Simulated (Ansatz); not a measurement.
Rows from a G0W0 calculation on Ga2AsP (zincblende [001] superlattice) (Ansatz 0.2.0; G0W0 on PBEsol, plane waves, PAW; PAW set soft_1; 4×4×1 mesh, 167 empty bands, screening to 36 eV, PAW set soft_1 files), in eV. Spin-orbit coupling is left out.

```tsv
row	k	band	start	Σx	Σc at the solution	Vxc
A	Γ	c3	8.675	-7.644	-3.465	-11.719
B	Γ	v3	7.455	-16.835	1.667	-15.400
C	Γ	c1	8.529	-11.339	-3.205	-15.682
D	Γ	c4	8.937	-7.192	-3.514	-11.216
E	Γ	v1	7.542	-17.025	1.855	-15.386
F	Γ	c2	8.672	-7.017	-3.482	-10.995
```

**Question.** Give the quasiparticle energies and the shift of each level.

The quasiparticle equation reads E = start + Σx + Σc(E) − Vxc.

```tsv
row	E (eV)	shift (eV)
A	9.285	+0.610
B	7.688	+0.232
C	9.666	+1.138
D	9.447	+0.510
E	7.759	+0.217
F	9.167	+0.495
```

Limits: not at the basis limit; no spin-orbit coupling; coarse k mesh.

[Paths, hosts, dates, memory and timing lines, banners, echoed tables and standing remarks are left out of the program output.]

[Logs are printed without paths, hosts, clocks, repeated set-up lines and the standing remarks that a program may print on its own settings, such as how far it seeks lower states.]

[Runs of the session that timed out or met a known fault of the program may be left out.]

[Cells called generated may have been cut or substituted from an entry of the Crystallography Open Database or the Materials Project.]

[Hosts, paths, dates, database ids (printed as entryN), source tags and the programs' standing remarks are cut or masked in the printed files.]
